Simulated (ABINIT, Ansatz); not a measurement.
# SnTe2 (Fm-3m): zone-centre phonons, part 2 of 3

Which modes does SnTe2 (Fm-3m) have at the zone centre?

ABINIT 10.8.3; DFT LDA, scalar-relativistic, plane waves, HGH norm-conserving pseudopotentials.

So far. Step 2 (Relaxation): The volume changes by +1.7 % from the cell with which this run began. Step 4 (Linear response at Γ): The acoustic modes at Γ come out as far as 0.3 cm⁻¹ from zero, where they should vanish, a small numerical error. The relaxed cell has a = 7.284 Å (conventional setting).

The structure was built from a prototype and need not be the compound's stable phase.

**5. Zone-centre analysis**

anaddb reads the merged derivatives and imposes the acoustic sum rule.

anaddb.abi reads:

```
ddb_filepath "gamma_DDB"
output_file "anaddb.abo"
outdata_prefix "anaddb"
asr 1
chneut 1
enunit 2
eivec 1
nph1l 1
qph1l 0.0 0.0 0.0 1.0
```

mrgddb.in reads:

```
gamma_DDB
merged
2
dfpt_gammao_DDB
gso_DDB
```

Started as:

```bash
$ mrgddb < mrgddb.in > mrgddb.log
$ OMP_NUM_THREADS=1 anaddb anaddb.abi > anaddb.log
```

anaddb.abo, the main output file:

```text
-outvars_anaddb: echo values of input variables ----------------------

 Miscellaneous information :
      enunit         2
       eivec         1
         asr         1
 First list of wavevector (reduced coord.) :
       nph1l         1
       qph1l
                     0.00000000E+00  0.00000000E+00  0.00000000E+00    1.000E+00

================================================================================

 read the DDB information and perform some checks

  ==== Info on the Cryst% object ====
 Real(R)+Recip(G) space primitive vectors, cartesian coordinates (Bohr,Bohr^-1):
 R(1)=  0.0000000  6.8823678  6.8823678  G(1)= -0.0726494  0.0726494  0.0726494
 R(2)=  6.8823678  0.0000000  6.8823678  G(2)=  0.0726494 -0.0726494  0.0726494
 R(3)=  6.8823678  6.8823678  0.0000000  G(3)=  0.0726494  0.0726494 -0.0726494
 Unit cell volume ucvol=  6.5199406E+02 bohr^3
 Angles (23,13,12)=  6.00000000E+01  6.00000000E+01  6.00000000E+01 degrees
 Time-reversal symmetry is present
 Reduced atomic positions [iatom, xred, symbol]:
    1)    0.0000000  0.0000000  0.0000000  Sn
    2)    0.2500000  0.2500000  0.2500000  Te
    3)    0.7500000  0.7500000  0.7500000  Te

 DDB file with 3 blocks has been read.

================================================================================

 Treat the first list of vectors

  Phonon wavevector (reduced coordinates) :  0.00000  0.00000  0.00000
 Phonon energies in Hartree :
  -1.672192E-08 -1.663970E-08 -1.639057E-08  3.594716E-04  3.594716E-04
   3.594716E-04  3.647435E-04  3.647435E-04  3.647435E-04
 Phonon energies in meV     :
- -4.550266E-04 -4.527893E-04 -4.460103E-04  9.781720E+00  9.781720E+00
-  9.781720E+00  9.925177E+00  9.925177E+00  9.925177E+00
 Phonon frequencies in cm-1    :
- -3.670037E-03 -3.651992E-03 -3.597315E-03  7.889489E+01  7.889489E+01
-  7.889489E+01  8.005195E+01  8.005195E+01  8.005195E+01
 Phonon frequencies in Thz     :
- -1.100249E-04 -1.094840E-04 -1.078448E-04  2.365209E+00  2.365209E+00
-  2.365209E+00  2.399897E+00  2.399897E+00  2.399897E+00
 Phonon energies in Kelvin  :
- -5.280364E-03 -5.254402E-03 -5.175734E-03  1.135121E+02  1.135121E+02
-  1.135121E+02  1.151769E+02  1.151769E+02  1.151769E+02

 Eigendisplacements
 (will be given, for each mode : in cartesian coordinates
   for each atom the real part of the displacement vector,
   then the imaginary part of the displacement vector - absolute values smaller than 1.0d-7 are set to zero)
  Mode number    1   Energy   -1.672192E-08
 Attention : low frequency mode.
   (Could be unstable or acoustic mode)
-  1  0.00000000E+00  0.00000000E+00  1.21117388E-03
-     0.00000000E+00  0.00000000E+00  0.00000000E+00
-  2  0.00000000E+00  0.00000000E+00  1.21129611E-03
-     0.00000000E+00  0.00000000E+00  0.00000000E+00
-  3  0.00000000E+00  0.00000000E+00  1.21129611E-03
-     0.00000000E+00  0.00000000E+00  0.00000000E+00
  Mode number    2   Energy   -1.663970E-08
 Attention : low frequency mode.
   (Could be unstable or acoustic mode)
-  1  0.00000000E+00 -1.21117388E-03  0.00000000E+00
-     0.00000000E+00  0.00000000E+00  0.00000000E+00
-  2  0.00000000E+00 -1.21129611E-03  0.00000000E+00
-     0.00000000E+00  0.00000000E+00  0.00000000E+00
-  3  0.00000000E+00 -1.21129611E-03  0.00000000E+00
-     0.00000000E+00  0.00000000E+00  0.00000000E+00
  Mode number    3   Energy   -1.639057E-08
 Attention : low frequency mode.
   (Could be unstable or acoustic mode)
-  1  1.21117388E-03  0.00000000E+00  0.00000000E+00
-     0.00000000E+00  0.00000000E+00  0.00000000E+00
-  2  1.21129611E-03  0.00000000E+00  0.00000000E+00
-     0.00000000E+00  0.00000000E+00  0.00000000E+00
-  3  1.21129611E-03  0.00000000E+00  0.00000000E+00
-     0.00000000E+00  0.00000000E+00  0.00000000E+00
  Mode number    4   Energy    3.594716E-04
-  1  0.00000000E+00  0.00000000E+00  1.77601653E-03
-     0.00000000E+00  0.00000000E+00  0.00000000E+00
-  2  0.00000000E+00  0.00000000E+00 -8.26056617E-04
-     0.00000000E+00  0.00000000E+00  0.00000000E+00
-  3  0.00000000E+00  0.00000000E+00 -8.26056617E-04
-     0.00000000E+00  0.00000000E+00  0.00000000E+00
  Mode number    5   Energy    3.594716E-04
-  1  0.00000000E+00 -1.77601653E-03  0.00000000E+00
-     0.00000000E+00  0.00000000E+00  0.00000000E+00
-  2  0.00000000E+00  8.26056617E-04  0.00000000E+00
-     0.00000000E+00  0.00000000E+00  0.00000000E+00
-  3  0.00000000E+00  8.26056617E-04  0.00000000E+00
-     0.00000000E+00  0.00000000E+00  0.00000000E+00
  Mode number    6   Energy    3.594716E-04
-  1  1.77601653E-03  0.00000000E+00  0.00000000E+00
-     0.00000000E+00  0.00000000E+00  0.00000000E+00
-  2 -8.26056617E-04  0.00000000E+00  0.00000000E+00
-     0.00000000E+00  0.00000000E+00  0.00000000E+00
-  3 -8.26056617E-04  0.00000000E+00  0.00000000E+00
-     0.00000000E+00  0.00000000E+00  0.00000000E+00
  Mode number    7   Energy    3.647435E-04
-  1  0.00000000E+00  0.00000000E+00  0.00000000E+00
-     0.00000000E+00  0.00000000E+00  0.00000000E+00
-  2  0.00000000E+00  0.00000000E+00 -1.46615408E-03
-     0.00000000E+00  0.00000000E+00  0.00000000E+00
-  3  0.00000000E+00  0.00000000E+00  1.46615408E-03
-     0.00000000E+00  0.00000000E+00  0.00000000E+00
  Mode number    8   Energy    3.647435E-04
-  1  0.00000000E+00  0.00000000E+00  0.00000000E+00
-     0.00000000E+00  0.00000000E+00  0.00000000E+00
-  2  0.00000000E+00 -1.46615408E-03  0.00000000E+00
-     0.00000000E+00  0.00000000E+00  0.00000000E+00
-  3  0.00000000E+00  1.46615408E-03  0.00000000E+00
-     0.00000000E+00  0.00000000E+00  0.00000000E+00
  Mode number    9   Energy    3.647435E-04
-  1  0.00000000E+00  0.00000000E+00  0.00000000E+00
-     0.00000000E+00  0.00000000E+00  0.00000000E+00
-  2  1.46615408E-03  0.00000000E+00  0.00000000E+00
-     0.00000000E+00  0.00000000E+00  0.00000000E+00
-  3 -1.46615408E-03  0.00000000E+00  0.00000000E+00
-     0.00000000E+00  0.00000000E+00  0.00000000E+00

 Analysis of degeneracies and characters (maximum tolerance=1.00E-06 a.u.)
 For each vibration mode, or group of modes if degenerate,
 the characters are given for each symmetry operation (see the list in the log file).
 Symmetry characters of vibration mode #   1
       degenerate with vibration modes #   2 to    3
  3.0 -3.0 -1.0  1.0 -1.0  1.0 -1.0  1.0  1.0 -1.0 -1.0  1.0  1.0 -1.0 -1.0  1.0
  0.0 -0.0 -0.0  0.0 -0.0  0.0 -0.0  0.0  1.0 -1.0 -1.0  1.0 -1.0  1.0  1.0 -1.0
  0.0 -0.0 -0.0  0.0 -0.0  0.0 -0.0  0.0  1.0 -1.0  1.0 -1.0 -1.0  1.0 -1.0  1.0
 Symmetry characters of vibration mode #   4
       degenerate with vibration modes #   5 to    6
  3.0 -3.0 -1.0  1.0 -1.0  1.0 -1.0  1.0  1.0 -1.0 -1.0  1.0  1.0 -1.0 -1.0  1.0
  0.0 -0.0 -0.0  0.0 -0.0  0.0  0.0 -0.0  1.0 -1.0 -1.0  1.0 -1.0  1.0  1.0 -1.0
  0.0 -0.0 -0.0  0.0  0.0 -0.0 -0.0  0.0  1.0 -1.0  1.0 -1.0 -1.0  1.0 -1.0  1.0
 Symmetry characters of vibration mode #   7
       degenerate with vibration modes #   8 to    9
  3.0  3.0 -1.0 -1.0 -1.0 -1.0 -1.0 -1.0  1.0  1.0 -1.0 -1.0  1.0  1.0 -1.0 -1.0
 -0.0 -0.0  0.0  0.0 -0.0 -0.0  0.0  0.0  1.0  1.0 -1.0 -1.0 -1.0 -1.0  1.0  1.0
 -0.0 -0.0 -0.0 -0.0  0.0  0.0  0.0  0.0  1.0  1.0  1.0  1.0 -1.0 -1.0 -1.0 -1.0
-
```

The job ended after 0.54 s (1 thread of Arm Neoverse N1, shared host).

Numbers from this step:

```
highest optical zone-centre mode (no LO-TO term) : 80.05 cm⁻¹
```

No LO-TO term; unit eigenvectors of the mass-weighted matrix, from anaddb's displacements. The modes at Γ (shares of kinetic energy by element, %):

| mode | frequency (cm⁻¹) | Sn % | Te % |
| --- | --- | --- | --- |
| 1 | 0.0 | 32 | 68 |
| 2 | 0.0 | 32 | 68 |
| 3 | 0.0 | 32 | 68 |
| 4 | 78.9 | 68 | 32 |
| 5 | 78.9 | 68 | 32 |
| 6 | 78.9 | 68 | 32 |
| 7 | 80.1 | 0 | 100 |
| 8 | 80.1 | 0 | 100 |
| 9 | 80.1 | 0 | 100 |

Displacements in mode 4 (78.9 cm⁻¹), the largest set to 1:
```
Sn1  0.00  0.00  1.00
Te2  0.00  0.00 -0.47
Te3  0.00  0.00 -0.47
```

Displacements in mode 7 (80.1 cm⁻¹), the largest set to 1:
```
Sn1  0.00  0.00  0.00
Te2  0.00  0.00 -1.00
Te3  0.00  0.00  1.00
```

The rule moves no optical mode by more than 0.1 cm⁻¹.

**6. Sum rules set otherwise (asr 0)**

Without the rule the raw error of the acoustic modes shows.

Changes to anaddb.abi since step 5:

```diff
@@ -3,4 +3,4 @@
 outdata_prefix "anaddb"
-asr 1
-chneut 1
+asr 0
+chneut 0
 enunit 2
```

mrgddb.in is that of step 5.

anaddb.abo, the main output file:

```text
-outvars_anaddb: echo values of input variables ----------------------

 Miscellaneous information :
      enunit         2
       eivec         1
      chneut         0
 First list of wavevector (reduced coord.) :
       nph1l         1
       qph1l
                     0.00000000E+00  0.00000000E+00  0.00000000E+00    1.000E+00

================================================================================

 read the DDB information and perform some checks

  ==== Info on the Cryst% object ====
 Real(R)+Recip(G) space primitive vectors, cartesian coordinates (Bohr,Bohr^-1):
 R(1)=  0.0000000  6.8823678  6.8823678  G(1)= -0.0726494  0.0726494  0.0726494
 R(2)=  6.8823678  0.0000000  6.8823678  G(2)=  0.0726494 -0.0726494  0.0726494
 R(3)=  6.8823678  6.8823678  0.0000000  G(3)=  0.0726494  0.0726494 -0.0726494
 Unit cell volume ucvol=  6.5199406E+02 bohr^3
 Angles (23,13,12)=  6.00000000E+01  6.00000000E+01  6.00000000E+01 degrees
 Time-reversal symmetry is present
 Reduced atomic positions [iatom, xred, symbol]:
    1)    0.0000000  0.0000000  0.0000000  Sn
    2)    0.2500000  0.2500000  0.2500000  Te
    3)    0.7500000  0.7500000  0.7500000  Te

 DDB file with 3 blocks has been read.

================================================================================

 Treat the first list of vectors

  Phonon wavevector (reduced coordinates) :  0.00000  0.00000  0.00000
 Phonon energies in Hartree :
   1.263152E-06  1.263153E-06  1.263157E-06  3.594599E-04  3.594599E-04
   3.594599E-04  3.647576E-04  3.647576E-04  3.647576E-04
 Phonon energies in meV     :
-  3.437213E-02  3.437216E-02  3.437225E-02  9.781403E+00  9.781403E+00
-  9.781403E+00  9.925559E+00  9.925559E+00  9.925559E+00
 Phonon frequencies in cm-1    :
-  2.772299E-01  2.772301E-01  2.772309E-01  7.889234E+01  7.889234E+01
-  7.889234E+01  8.005504E+01  8.005504E+01  8.005504E+01
 Phonon frequencies in Thz     :
-  8.311143E-03  8.311150E-03  8.311172E-03  2.365133E+00  2.365133E+00
-  2.365133E+00  2.399990E+00  2.399990E+00  2.399990E+00
 Phonon energies in Kelvin  :
-  3.988720E-01  3.988723E-01  3.988733E-01  1.135085E+02  1.135085E+02
-  1.135085E+02  1.151813E+02  1.151813E+02  1.151813E+02

 Eigendisplacements
 (will be given, for each mode : in cartesian coordinates
   for each atom the real part of the displacement vector,
   then the imaginary part of the displacement vector - absolute values smaller than 1.0d-7 are set to zero)
  Mode number    1   Energy    1.263152E-06
 Attention : low frequency mode.
   (Could be unstable or acoustic mode)
-  1  0.00000000E+00  0.00000000E+00  1.21134837E-03
-     0.00000000E+00  0.00000000E+00  0.00000000E+00
-  2  0.00000000E+00  0.00000000E+00  1.21121494E-03
-     0.00000000E+00  0.00000000E+00  0.00000000E+00
-  3  0.00000000E+00  0.00000000E+00  1.21121494E-03
-     0.00000000E+00  0.00000000E+00  0.00000000E+00
  Mode number    2   Energy    1.263153E-06
 Attention : low frequency mode.
   (Could be unstable or acoustic mode)
-  1  0.00000000E+00  1.21134837E-03  0.00000000E+00
-     0.00000000E+00  0.00000000E+00  0.00000000E+00
-  2  0.00000000E+00  1.21121494E-03  0.00000000E+00
-     0.00000000E+00  0.00000000E+00  0.00000000E+00
-  3  0.00000000E+00  1.21121494E-03  0.00000000E+00
-     0.00000000E+00  0.00000000E+00  0.00000000E+00
  Mode number    3   Energy    1.263157E-06
 Attention : low frequency mode.
   (Could be unstable or acoustic mode)
-  1  1.21134837E-03  0.00000000E+00  0.00000000E+00
-     0.00000000E+00  0.00000000E+00  0.00000000E+00
-  2  1.21121494E-03  0.00000000E+00  0.00000000E+00
-     0.00000000E+00  0.00000000E+00  0.00000000E+00
-  3  1.21121494E-03  0.00000000E+00  0.00000000E+00
-     0.00000000E+00  0.00000000E+00  0.00000000E+00
  Mode number    4   Energy    3.594599E-04
-  1  0.00000000E+00  0.00000000E+00  1.77589752E-03
-     0.00000000E+00  0.00000000E+00  0.00000000E+00
-  2  0.00000000E+00  0.00000000E+00 -8.26175625E-04
-     0.00000000E+00  0.00000000E+00  0.00000000E+00
-  3  0.00000000E+00  0.00000000E+00 -8.26175625E-04
-     0.00000000E+00  0.00000000E+00  0.00000000E+00
  Mode number    5   Energy    3.594599E-04
-  1  0.00000000E+00  1.77589752E-03  0.00000000E+00
-     0.00000000E+00  0.00000000E+00  0.00000000E+00
-  2  0.00000000E+00 -8.26175625E-04  0.00000000E+00
-     0.00000000E+00  0.00000000E+00  0.00000000E+00
-  3  0.00000000E+00 -8.26175625E-04  0.00000000E+00
-     0.00000000E+00  0.00000000E+00  0.00000000E+00
  Mode number    6   Energy    3.594599E-04
-  1  1.77589752E-03  0.00000000E+00  0.00000000E+00
-     0.00000000E+00  0.00000000E+00  0.00000000E+00
-  2 -8.26175625E-04  0.00000000E+00  0.00000000E+00
-     0.00000000E+00  0.00000000E+00  0.00000000E+00
-  3 -8.26175625E-04  0.00000000E+00  0.00000000E+00
-     0.00000000E+00  0.00000000E+00  0.00000000E+00
  Mode number    7   Energy    3.647576E-04
-  1  0.00000000E+00  0.00000000E+00  0.00000000E+00
-     0.00000000E+00  0.00000000E+00  0.00000000E+00
-  2  0.00000000E+00  0.00000000E+00  1.46615408E-03
-     0.00000000E+00  0.00000000E+00  0.00000000E+00
-  3  0.00000000E+00  0.00000000E+00 -1.46615408E-03
-     0.00000000E+00  0.00000000E+00  0.00000000E+00
  Mode number    8   Energy    3.647576E-04
-  1  0.00000000E+00  0.00000000E+00  0.00000000E+00
-     0.00000000E+00  0.00000000E+00  0.00000000E+00
-  2  0.00000000E+00 -1.46615408E-03  0.00000000E+00
-     0.00000000E+00  0.00000000E+00  0.00000000E+00
-  3  0.00000000E+00  1.46615408E-03  0.00000000E+00
-     0.00000000E+00  0.00000000E+00  0.00000000E+00
  Mode number    9   Energy    3.647576E-04
-  1  0.00000000E+00  0.00000000E+00  0.00000000E+00
-     0.00000000E+00  0.00000000E+00  0.00000000E+00
-  2  1.46615408E-03  0.00000000E+00  0.00000000E+00
-     0.00000000E+00  0.00000000E+00  0.00000000E+00
-  3 -1.46615408E-03  0.00000000E+00  0.00000000E+00
-     0.00000000E+00  0.00000000E+00  0.00000000E+00

 Analysis of degeneracies and characters (maximum tolerance=1.00E-06 a.u.)
 For each vibration mode, or group of modes if degenerate,
 the characters are given for each symmetry operation (see the list in the log file).
 Symmetry characters of vibration mode #   1
       degenerate with vibration modes #   2 to    3
  3.0 -3.0 -1.0  1.0 -1.0  1.0 -1.0  1.0  1.0 -1.0 -1.0  1.0  1.0 -1.0 -1.0  1.0
 -0.0  0.0  0.0 -0.0 -0.0  0.0  0.0 -0.0  1.0 -1.0 -1.0  1.0 -1.0  1.0  1.0 -1.0
 -0.0  0.0 -0.0  0.0  0.0 -0.0  0.0 -0.0  1.0 -1.0  1.0 -1.0 -1.0  1.0 -1.0  1.0
 Symmetry characters of vibration mode #   4
       degenerate with vibration modes #   5 to    6
  3.0 -3.0 -1.0  1.0 -1.0  1.0 -1.0  1.0  1.0 -1.0 -1.0  1.0  1.0 -1.0 -1.0  1.0
 -0.0  0.0  0.0 -0.0 -0.0  0.0  0.0 -0.0  1.0 -1.0 -1.0  1.0 -1.0  1.0  1.0 -1.0
 -0.0  0.0 -0.0  0.0  0.0 -0.0  0.0 -0.0  1.0 -1.0  1.0 -1.0 -1.0  1.0 -1.0  1.0
 Symmetry characters of vibration mode #   7
       degenerate with vibration modes #   8 to    9
  3.0  3.0 -1.0 -1.0 -1.0 -1.0 -1.0 -1.0  1.0  1.0 -1.0 -1.0  1.0  1.0 -1.0 -1.0
  0.0  0.0  0.0  0.0  0.0  0.0 -0.0 -0.0  1.0  1.0 -1.0 -1.0 -1.0 -1.0  1.0  1.0
  0.0  0.0  0.0  0.0 -0.0 -0.0  0.0  0.0  1.0  1.0  1.0  1.0 -1.0 -1.0 -1.0 -1.0
-
```

The job ended after 0.53 s (1 thread).

Numbers from this step:

```yaml
highest_optical_zone_centre_mode_no_lo_to_term: 80.06 cm⁻¹
```

Zone-centre frequencies as printed; negative means imaginary. Modes:

| mode | frequency (cm⁻¹) |
| --- | --- |
| 1 | 0.28 |
| 2 | 0.28 |
| 3 | 0.28 |
| 4 | 78.89 |
| 5 | 78.89 |
| 6 | 78.89 |
| 7 | 80.06 |
| 8 | 80.06 |
| 9 | 80.06 |

(Continued in part 3 of 3.)

[Host names and launcher messages were left out of these logs when they were recorded.]

[Logs are printed without paths, hosts, clocks, repeated set-up lines and the standing remarks that a program may print on its own settings, such as how far it seeks lower states.]

[Hosts, paths, dates, database ids (printed as entryN), source tags and the programs' standing remarks are cut or masked in the printed files.]
